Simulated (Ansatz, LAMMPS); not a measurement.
# Glassy 69SiO2-19Al2O3-6SrO-6Li2O (mol %) (106 atoms): a short ab initio trajectory

How do the atoms of glassy 69SiO2-19Al2O3-6SrO-6Li2O (mol %) (106 atoms) move, and what local order do they keep?

Program: Ansatz 0.2.0. Level of theory: Kohn-Sham DFT, PBE, PAW (set soft_2), plane waves. Results are calculated unless marked as measured.

### Step 1. Set-up

The cell holds 106 atoms: 22 Si, 12 Al, 2 Sr, 4 Li and 66 O. Its edges and angles: a = 11.040 Å, b = 11.040 Å, c = 11.040 Å, α = 90.0°, β = 90.0°, γ = 90.0°. 106 atoms (22 Si, 12 Al, 2 Sr, 4 Li, 66 O) placed at random at 2.72 g/cm³, melted at 4000 K for 10 ps at fixed volume with the Morse and Coulomb pair potential with partial charges (Pedone, Malavasi, Menziani, Cormack and Segre, J. Phys. Chem. B 110, 11780 (2006)). Quenched from 4000 K to 300 K at 50 K/ps and fixed volume, held 5 ps.

Before any run, some limits are plain. The quench rate of 50 K/ps far exceeds what a furnace or splat quench reaches, so expect more defects and frozen-in strain than in a real sample. The starting topology of bonds comes from the classical model. The Brillouin zone is sampled at Γ only, in a cell whose shortest periodic width is 11 Å.

### Step 2. Single point at the start

The forces at the start show how far the geometry lies from a minimum of this functional.

Contents of input.yaml:

```yaml
crystal:
  lattice:
    - [11.0396, 0.0, 0.0]
    - [0.0, 11.0396, 0.0]
    - [0.0, 0.0, 11.0396]
  atoms:
    - { symbol: Si, position: [0.75704, 0.44225, 0.02002] }
    - { symbol: Si, position: [0.03673, 0.95852, 0.60122] }
    - { symbol: Si, position: [0.1407, 0.06301, 0.27371] }
    - { symbol: Si, position: [0.69401, 0.30319, 0.58621] }
    [... 96 atom lines left out ...]
    - { symbol: O, position: [0.27567, 0.50348, 0.03463] }
    - { symbol: O, position: [0.25354, 0.67284, 0.86993] }
    - { symbol: O, position: [0.66324, 0.87571, 0.05799] }
    - { symbol: O, position: [0.04362, 0.78805, 0.22368] }
    - { symbol: O, position: [0.46108, 0.49147, 0.27369] }
    - { symbol: O, position: [0.02335, 0.10472, 0.62842] }
kpoints:
  mp_grid: { grid: [1, 1, 1] }
hamiltonian:
  xc: pbe
scf:
  occupations: { method: fermi_dirac, width: 0.025 }
output:
  forces: true
```

Run with:

```
$ ansatz run input.yaml --threads 4 --pin off --max-ram 8192MiB --backend cpu --events-out ev --progress --plain --runs-dir out
```

Elapsed: 11 s, on 4 threads of Arm Neoverse V2, shared host; peak memory 1.8 GiB.

Read from the output:

```
free energy            : -65914.9966 eV
free energy per atom   : -621.8396 eV/atom
SCF cycles             : 9
r.m.s. force component : 1.297 eV/Å
longest force          : 5.032 eV/Å
Fermi energy           : 5.661 eV
```

The r.m.s. force component of 1.3 eV/Å sets the starting point.

Length of the force by element:

| element | coordination | atoms | mean length of the force (eV/Å) | spread | least | most |
| --- | --- | --- | --- | --- | --- | --- |
| Al | all | 12 | 1.85 | 1.11 | 0.604 | 3.84 |
| Li | all | 4 | 0.638 | 0.486 | 0.181 | 1.43 |
| O | all | 66 | 1.87 | 0.949 | 0.414 | 4.76 |
| Si | all | 22 | 2.72 | 1.05 | 0.842 | 5.03 |
| Sr | all | 2 | 0.418 | 0.0261 | 0.392 | 0.444 |

### Step 3. Dynamics started at 300 K

Without a thermostat the total energy must stay constant, which tests forces and time step. The time step is 1.0 fs.

Edit input.yaml of step 2 so:

```diff
@@ -15 +15,8 @@
   forces: true
+md:
+  timestep: 1.0
+  n_steps: 320
+  ensemble: nve
+  temperature: 300
+  initial_velocities: maxwell_boltzmann
+  seed: 1919
```

Elapsed: 32 min, on 4 threads; peak memory 1.9 GiB.

The program notes that it switched symmetry off.

Rows from the run:

| time (fs) | T (K) | potential (meV/atom) | conserved (meV/atom) |
| --- | --- | --- | --- |
| 0.0 | 300 | 0.0 | 0.00 |
| 21.0 | 488 | -24.2 | -0.08 |
| 43.0 | 448 | -19.0 | -0.07 |
| 64.0 | 466 | -21.4 | -0.08 |
| 85.0 | 440 | -18.0 | -0.07 |
| 107.0 | 440 | -18.0 | -0.06 |
| 128.0 | 487 | -24.1 | -0.10 |
| 149.0 | 409 | -14.0 | -0.06 |
| 171.0 | 493 | -24.8 | -0.09 |
| 192.0 | 467 | -21.4 | -0.09 |
| 213.0 | 471 | -22.0 | -0.09 |
| 235.0 | 471 | -21.9 | -0.08 |
| 256.0 | 493 | -24.8 | -0.07 |
| 277.0 | 462 | -20.9 | -0.08 |
| 299.0 | 465 | -21.3 | -0.08 |
| 320.0 | 460 | -20.6 | -0.07 |

Mean square displacement from the first frame to the last: Si 0.046 Å², Al 0.046 Å², Sr 0.11 Å², Li 0.17 Å², O 0.100 Å².

Table of mean square displacement by time lag:

| time lag (fs) | Al (Å²) | Li (Å²) | O (Å²) | Si (Å²) | Sr (Å²) |
| --- | --- | --- | --- | --- | --- |
| 1.0 | 4.4e-5 | 1.2e-4 | 7.3e-5 | 4.4e-5 | 4.2e-6 |
| 14.0 | 0.00740 | 0.0221 | 0.0119 | 0.00696 | 8.3e-4 |
| 20.0 | 0.0131 | 0.0405 | 0.0205 | 0.0114 | 0.00168 |
| 34.0 | 0.0247 | 0.0820 | 0.0391 | 0.0183 | 0.00473 |
| 47.0 | 0.0318 | 0.110 | 0.0546 | 0.0229 | 0.00874 |
| 60.0 | 0.0373 | 0.134 | 0.0657 | 0.0268 | 0.0136 |
| 67.0 | 0.0401 | 0.147 | 0.0709 | 0.0287 | 0.0165 |
| 80.0 | 0.0440 | 0.168 | 0.0815 | 0.0331 | 0.0222 |
| 93.0 | 0.0464 | 0.181 | 0.0911 | 0.0375 | 0.0281 |
| 100.0 | 0.0475 | 0.188 | 0.0956 | 0.0396 | 0.0314 |
| 113.0 | 0.0499 | 0.203 | 0.103 | 0.0432 | 0.0374 |
| 126.0 | 0.0529 | 0.218 | 0.107 | 0.0450 | 0.0434 |
| 140.0 | 0.0565 | 0.226 | 0.109 | 0.0459 | 0.0498 |
| 146.0 | 0.0581 | 0.227 | 0.110 | 0.0462 | 0.0525 |
| 160.0 | 0.0599 | 0.236 | 0.111 | 0.0466 | 0.0589 |

Over the second half of 320 fs the temperature averages 474 K with swings of 23 K r.m.s. The conserved energy stays within 0.13 meV/atom. From first frame to last Li has the largest mean square displacement, 0.17 Å² at the end; the farthest move is 0.61 Å. The mean temperature of 474 K lies well off the 300 K of the input: without a thermostat, the energy that the start releases heats the cell. The count of bonds goes from 163 in the first frame to 166 in the last, by one set of cutoffs: 1 pairs passed out of them and 4 came within. The run spans 0.32 ps, too short for its means to be equilibrium values.

### Step 4. Structure statistics late in the run

The g(r) is a mean over the second half; what follows it is taken at the last frame.

Bonds before and after, by the cutoffs listed below:

| pair | bonds before | bonds after | mean before (Å) | mean after (Å) | spread before (Å) | spread after (Å) |
| --- | --- | --- | --- | --- | --- | --- |
| O-Si | 88 | 88 | 1.612 | 1.641 | 0.049 | 0.051 |
| O-Al | 50 | 50 | 1.789 | 1.814 | 0.112 | 0.108 |
| O-Li | 16 | 17 | 2.164 | 2.093 | 0.183 | 0.215 |
| O-Sr | 9 | 11 | 2.711 | 2.602 | 0.139 | 0.170 |

Density 2.72 g/cm³, 12.69 Å³ an atom.

Mean of 14 frames. g(r), total and by pair (bins of 0.2 Å):

| r (Å) | total | O-O | O-Si | O-Al | O-Li | O-Sr | Si-Si |
| --- | --- | --- | --- | --- | --- | --- | --- |
| 1.50 | 0.59 | 0.00 | 2.29 | 0.00 | 0.00 | 0.00 | 0.00 |
| 1.70 | 3.38 | 0.00 | 9.61 | 6.26 | 0.24 | 0.00 | 0.00 |
| 1.90 | 0.71 | 0.00 | 0.15 | 3.69 | 3.33 | 0.00 | 0.00 |
| 2.10 | 0.19 | 0.00 | 0.00 | 0.44 | 2.64 | 0.00 | 0.00 |
| 2.30 | 0.11 | 0.07 | 0.00 | 0.05 | 1.24 | 0.67 | 0.00 |
| 2.50 | 0.67 | 1.43 | 0.00 | 0.02 | 0.75 | 2.58 | 0.00 |
| 2.70 | 1.61 | 3.69 | 0.10 | 0.11 | 0.42 | 2.05 | 0.20 |
| 2.90 | 1.12 | 1.91 | 0.25 | 0.26 | 0.39 | 1.01 | 1.92 |
| 3.10 | 1.04 | 0.96 | 0.47 | 0.55 | 0.55 | 0.99 | 3.14 |
| 3.30 | 0.85 | 0.65 | 0.65 | 0.85 | 0.63 | 0.95 | 0.69 |
| 3.50 | 0.79 | 0.58 | 1.07 | 1.08 | 0.83 | 0.14 | 0.00 |
| 3.70 | 0.87 | 0.52 | 1.36 | 1.11 | 1.32 | 0.48 | 0.18 |
| 3.90 | 1.01 | 0.69 | 1.56 | 1.10 | 1.60 | 0.93 | 0.47 |
| 4.10 | 1.21 | 0.72 | 1.84 | 1.65 | 1.60 | 1.00 | 1.16 |
| 4.30 | 1.20 | 0.79 | 1.60 | 1.85 | 1.12 | 0.98 | 1.19 |
| 4.50 | 1.05 | 0.99 | 0.92 | 1.44 | 1.26 | 1.17 | 1.45 |
| 4.70 | 1.04 | 1.23 | 0.76 | 0.80 | 1.10 | 1.78 | 1.79 |
| 4.90 | 1.04 | 1.38 | 0.76 | 0.59 | 0.69 | 1.69 | 0.93 |
| 5.10 | 1.06 | 1.44 | 0.70 | 0.58 | 0.76 | 1.31 | 1.11 |
| 5.30 | 0.94 | 1.21 | 0.73 | 0.77 | 0.54 | 0.52 | 1.10 |

Bonds by pair of elements; cutoffs follow the first minimum of g(r), held within bounds set by covalent radii, and pairs that aren't listed don't count as bonded:

| pair A-B | cutoff (Å) | bonds | mean length (Å) | spread (Å) | shortest (Å) | B about A | A about B |
| --- | --- | --- | --- | --- | --- | --- | --- |
| O-Si | 2.16 | 88 | 1.64 | 0.051 | 1.54 | 1.33 | 4 |
| O-Al | 2.48 | 50 | 1.81 | 0.108 | 1.66 | 0.758 | 4.17 |
| O-Li | 2.58 | 17 | 2.09 | 0.215 | 1.82 | 0.258 | 4.25 |
| O-Sr | 3.05 | 11 | 2.60 | 0.17 | 2.39 | 0.167 | 5.5 |

How many atoms have how many bonded neighbours:

| element | mean | 2 | 3 | 4 | 5 | 6 |
| --- | --- | --- | --- | --- | --- | --- |
| Al | 4.17 | 0 | 0 | 10 | 2 | 0 |
| Li | 4.25 | 0 | 1 | 2 | 0 | 1 |
| O | 2.52 | 32 | 34 | 0 | 0 | 0 |
| Si | 4 | 0 | 0 | 22 | 0 | 0 |
| Sr | 5.5 | 0 | 0 | 0 | 1 | 1 |

Bond angles, per cent of each kind in bins of 5°:

| angle (°) | O-Si-O | O-Al-O | Al-O-Si | O-Li-O | Si-O-Si |
| --- | --- | --- | --- | --- | --- |
| 65–70 | 0.0 | 0.0 | 0.0 | 6.7 | 0.0 |
| 70–75 | 0.0 | 1.2 | 0.0 | 3.3 | 0.0 |
| 75–80 | 0.0 | 2.5 | 0.0 | 13.3 | 0.0 |
| 80–85 | 0.0 | 3.8 | 0.0 | 16.7 | 0.0 |
| 85–90 | 0.0 | 1.2 | 0.0 | 0.0 | 0.0 |
| 90–95 | 1.5 | 8.8 | 0.0 | 6.7 | 0.0 |
| 95–100 | 6.8 | 8.8 | 0.0 | 3.3 | 0.0 |
| 100–105 | 17.4 | 15.0 | 0.0 | 6.7 | 0.0 |
| 105–110 | 28.0 | 15.0 | 0.0 | 6.7 | 0.0 |
| 110–115 | 23.5 | 16.3 | 6.8 | 3.3 | 4.0 |
| 115–120 | 16.7 | 8.8 | 18.2 | 6.7 | 4.0 |
| 120–125 | 3.8 | 8.8 | 6.8 | 0.0 | 8.0 |
| 125–130 | 1.5 | 2.5 | 18.2 | 0.0 | 20.0 |
| 130–135 | 0.8 | 3.8 | 11.4 | 0.0 | 12.0 |
| 135–140 | 0.0 | 1.2 | 9.1 | 0.0 | 0.0 |
| 140–145 | 0.0 | 0.0 | 13.6 | 3.3 | 28.0 |
| 145–150 | 0.0 | 0.0 | 4.5 | 6.7 | 0.0 |
| 150–155 | 0.0 | 0.0 | 4.5 | 6.7 | 4.0 |
| 155–160 | 0.0 | 0.0 | 2.3 | 3.3 | 8.0 |
| 160–165 | 0.0 | 1.2 | 2.3 | 0.0 | 8.0 |
| 165–170 | 0.0 | 1.2 | 0.0 | 0.0 | 0.0 |
| 170–175 | 0.0 | 0.0 | 2.3 | 3.3 | 4.0 |
| 175–180 | 0.0 | 0.0 | 0.0 | 3.3 | 0.0 |

Bond angles (no mean is given where the spread exceeds 20°):

| angle | count | mean (°) | spread (°) |
| --- | --- | --- | --- |
| O-Si-O | 132 | 109 | 7 |
| O-Al-O | 80 | 108 | 16.2 |
| Al-O-Si | 44 | 132 | 13.9 |
| O-Li-O | 30 | - | - |
| Si-O-Si | 25 | 140 | 15 |

Oxygen atoms by the number of network formers (Si, P, Ge, B, Al, As, Ga) bound to them:

| network formers bound to O | O atoms | per cent |
| --- | --- | --- |
| 0 | 0 | 0 |
| 1 | 1 | 1.5 |
| 2 | 58 | 87.9 |
| 3 | 7 | 10.6 |

Network units: each former by its oxygen neighbours and how many of them bridge to another former:

| former | O neighbours | bridging O | atoms |
| --- | --- | --- | --- |
| Si | 4 | 3 | 1 |
| Si | 4 | 4 | 21 |
| Al | 4 | 4 | 10 |
| Al | 5 | 5 | 2 |

Bond length by coordination (bonds to H left out):

| element | coordination | atoms | mean bond length (Å) |
| --- | --- | --- | --- |
| Al | 4 | 10 | 1.78 |
| Al | 5 | 2 | 1.93 |
| Li | 3 | 1 | 1.96 |
| Li | 4 | 2 | 2.06 |
| Li | 6 | 1 | 2.21 |
| O | 2 | 32 | 1.66 |
| O | 3 | 34 | 1.89 |
| Sr | 5 | 1 | 2.63 |
| Sr | 6 | 1 | 2.58 |

Rings of the network by King's shortest-path rule, up to 12 atoms, one path for each pair of neighbours; H, halogens, alkali and alkaline-earth atoms are left out, and the last column divides by all other atoms, bonded or not:

| ring size (atoms) | rings | per network atom |
| --- | --- | --- |
| 4 | 1 | 0.01 |
| 6 | 5 | 0.05 |
| 8 | 8 | 0.08 |
| 10 | 20 | 0.2 |
| 12 | 30 | 0.3 |

First main peaks of g(r), for some of the pairs, lie near 2.7 Å (O-O), 1.6 Å (O-Si), 1.8 Å (O-Al), 1.9 Å (O-Li), 2.6 Å (O-Sr) and 3.1 Å (Si-Si). Counting bonds as in the table, 83 % of Al atoms have 4, 50 % of Li atoms have 4, 52 % of O atoms have 3 and all Si atoms have 4 bonded neighbours. The O-Si-O angle averages 109° with a spread of 7°. 88 % of the oxygens bridge two formers (Si and Al) and 2 % are non-bridging; 11 % join three. The commonest Si unit has 4 oxygens, 4 of them shared with other formers (21 of 22 atoms). Rings of 12 atoms are the most common (47 % of those counted); sizes run from 4 to 12, where the search stops.

### Step 5. Single point at the last frame

The last frame is solved once more, with the analyses that the dynamics left out.

Contents of input.yaml:

```yaml
crystal:
  lattice:
    - [11.0396, 0.0, 0.0]
    - [0.0, 11.0396, 0.0]
    - [0.0, 0.0, 11.0396]
  atoms:
    - { symbol: Si, position: [0.76509, 0.43332, 0.01585] }
    - { symbol: Si, position: [0.02594, 0.9558, 0.63113] }
    - { symbol: Si, position: [0.12224, 0.0652, 0.27658] }
    - { symbol: Si, position: [0.69353, 0.27897, 0.58898] }
    [... 96 atom lines left out ...]
    - { symbol: O, position: [0.27301, 0.52009, 0.03821] }
    - { symbol: O, position: [0.26705, 0.68005, 0.86428] }
    - { symbol: O, position: [0.66648, 0.88823, 0.05953] }
    - { symbol: O, position: [0.02159, 0.77896, 0.22082] }
    - { symbol: O, position: [0.47207, 0.48166, 0.26697] }
    - { symbol: O, position: [0.03445, 0.09918, 0.65824] }
kpoints:
  mp_grid: { grid: [1, 1, 1] }
hamiltonian:
  xc: pbe
scf:
  occupations: { method: fermi_dirac, width: 0.025 }
output:
  forces: true
  stress: true
  populations: true
  dos:
    method: { smearing: { sigma: 0.08 } }
    de: 0.1
    projected: { site_lists: { Al: [Al], Li: [Li], O: [O], Si: [Si], Sr: [Sr] } }
  eigenvalues: true
  write_density: true
  write_potential: true
  volumetric_format: npy
  elf: true
```

It took 21 s on 4 threads; peak memory 1.8 GiB; 79 s of CPU time.

The run gave:

- free energy: -65917.1782 eV
- free energy per atom: -621.8602 eV/atom
- SCF cycles: 9
- pressure: 1.647 GPa
- r.m.s. force component: 1.033 eV/Å
- longest force: 4.301 eV/Å
- Fermi energy: 5.756 eV
- gap (highest filled to lowest empty level): 3.697 eV
- spilling of the projection: 0.01189

Neighbours are counted within 2.16 Å (O-Si), 2.48 Å (O-Al), 2.58 Å (O-Li), 3.05 Å (O-Sr), the cutoffs taken from the dynamics.

Length of the force by element and coordination:

| element | coordination | atoms | mean length of the force (eV/Å) | spread | least | most |
| --- | --- | --- | --- | --- | --- | --- |
| Al | all | 12 | 1.63 | 0.956 | 0.513 | 2.91 |
| Al | 4 | 10 | 1.84 | 0.903 | 0.583 | 2.91 |
| Al | 5 | 2 | 0.546 | 0.033 | 0.513 | 0.579 |
| Li | all | 4 | 0.401 | 0.27 | 0.118 | 0.818 |
| Li | 3 | 1 | 0.214 | 0 | 0.214 | 0.214 |
| Li | 4 | 2 | 0.637 | 0.181 | 0.456 | 0.818 |
| Li | 6 | 1 | 0.118 | 0 | 0.118 | 0.118 |
| O | all | 66 | 1.48 | 0.722 | 0.281 | 3.59 |
| O | 2 | 32 | 1.61 | 0.737 | 0.281 | 3.59 |
| O | 3 | 34 | 1.35 | 0.683 | 0.312 | 3.11 |
| Si | all | 22 | 2.10 | 0.952 | 0.421 | 4.30 |
| Sr | all | 2 | 0.442 | 0.0039 | 0.438 | 0.446 |
| Sr | 5 | 1 | 0.438 | 0 | 0.438 | 0.438 |
| Sr | 6 | 1 | 0.446 | 0 | 0.446 | 0.446 |

Löwdin charges by element and coordination (they lack the spilled electrons, 0.062 e an atom on average):

| element | coordination | atoms | mean charge (e) | spread | least | most |
| --- | --- | --- | --- | --- | --- | --- |
| Al | all | 12 | 1.34 | 0.0188 | 1.30 | 1.37 |
| Al | 4 | 10 | 1.34 | 0.0136 | 1.33 | 1.37 |
| Al | 5 | 2 | 1.31 | 0.0116 | 1.30 | 1.32 |
| Li | all | 4 | 0.829 | 0.0181 | 0.803 | 0.851 |
| Li | 3 | 1 | 0.851 | 0 | 0.851 | 0.851 |
| Li | 4 | 2 | 0.820 | 0.0173 | 0.803 | 0.837 |
| Li | 6 | 1 | 0.823 | 0 | 0.823 | 0.823 |
| O | all | 66 | -0.826 | 0.0484 | -0.988 | -0.752 |
| O | 2 | 32 | -0.803 | 0.0316 | -0.888 | -0.765 |
| O | 3 | 34 | -0.849 | 0.0509 | -0.988 | -0.752 |
| Si | all | 22 | 1.73 | 0.0327 | 1.65 | 1.77 |
| Sr | all | 2 | 1.85 | 0.008 | 1.85 | 1.86 |
| Sr | 5 | 1 | 1.85 | 0 | 1.85 | 1.85 |
| Sr | 6 | 1 | 1.86 | 0 | 1.86 | 1.86 |

Density of states as counts of states in windows of 1 eV (from the Fermi level), total and the larger projections:

| from (eV) | to (eV) | total | O p | Si p |
| --- | --- | --- | --- | --- |
| -18 | -17 | 8.3 | 0.1 | 0.0 |
| -17 | -16 | 6.0 | 0.1 | 0.0 |
| -16 | -12 | 0.0 | 0.0 | 0.0 |
| -12 | -11 | 4.0 | 2.7 | 0.2 |
| -11 | -10 | 12.5 | 8.4 | 0.6 |
| -10 | -9 | 15.3 | 10.7 | 1.2 |
| -9 | -8 | 28.2 | 20.9 | 3.3 |
| -8 | -7 | 34.8 | 26.8 | 4.4 |
| -7 | -6 | 48.5 | 38.6 | 4.6 |
| -6 | -5 | 59.0 | 50.9 | 2.7 |
| -5 | -4 | 73.7 | 67.7 | 1.7 |
| -4 | -3 | 76.5 | 72.4 | 1.1 |
| -3 | -2 | 41.1 | 39.4 | 0.4 |
| -2 | -1 | 2.5 | 2.4 | 0.0 |
| -1 | 1 | 0.0 | 0.0 | 0.0 |
| 1 | 2 | 1.9 | 0.1 | 0.0 |
| 2 | 3 | 0.1 | 0.0 | 0.0 |
| 3 | 4 | 13.6 | 1.6 | 1.5 |
| 4 | 5 | 25.4 | 2.6 | 4.2 |

The curve was stored every 0.100 eV, coarse against its broadening of 0.08 eV, so these counts are rough.

Between -26 and -18 eV lie 130 more states.

The levels nearest the highest filled one (over half full), pooled over k-points and spins:

| level less the highest filled one (eV) | occupation |
| --- | --- |
| -0.548 | 2 |
| -0.515 | 2 |
| -0.472 | 2 |
| -0.415 | 2 |
| -0.230 | 2 |
| 0 | 2 |
| 3.70 | 0 |
| 4.94 | 0 |
| 5.17 | 0 |
| 5.40 | 0 |
| 5.45 | 0 |
| 5.58 | 0 |

Mean Löwdin charges: Al +1.34, Li +0.83, O -0.83, Si +1.73, Sr +1.85 e (they miss 1.2 % of the electrons, so they add up to more than the cell's charge).

### Step 6. Results

- mean temperature, second half: 474.2 K
- temperature swing, second half: 23.11 K
- slope of the conserved energy against time, by least squares: -0.0089 meV/atom/ps
- free energy per atom: -621.8602 eV/atom
- pressure: 1.647 GPa
- r.m.s. force component: 1.033 eV/Å
- gap (highest filled to lowest empty level): 3.697 eV
- wall time of the 3 DFT runs: 32 min

What this shows: Over the second half of 320 fs the temperature averages 474 K with swings of 23 K r.m.s. The conserved energy stays within 0.13 meV/atom. The mean temperature of 474 K lies well off the 300 K of the input: without a thermostat, the energy that the start releases heats the cell. The count of bonds goes from 163 in the first frame to 166 in the last, by one set of cutoffs: 1 pairs passed out of them and 4 came within. The run spans 0.32 ps, too short for its means to be equilibrium values. Counting bonds as in the table, 83 % of Al atoms have 4, 50 % of Li atoms have 4, 52 % of O atoms have 3 and all Si atoms have 4 bonded neighbours. 88 % of the oxygens bridge two formers (Si and Al) and 2 % are non-bridging; 11 % join three.

Between filled and empty levels lie 3.70 eV (at Γ alone); a semilocal functional tends to put such gaps too low. In a disordered cell it changes from sample to sample, and tail or defect levels can set it.

**Limits.** The network of bonds at the start is that of the classical potential that made the cell; in DFT 1 of its 163 bonded pairs passed out of the cutoffs and 4 came within them. The pressure of 1.6 GPa is that of one thermal frame at a volume set beforehand, without the kinetic term.

[Logs are printed without paths, hosts, clocks, repeated set-up lines and the standing remarks that a program may print on its own settings, such as how far it seeks lower states.]

[Hosts, paths, dates, database ids (printed as entryN), source tags and the programs' standing remarks are cut or masked in the printed files.]
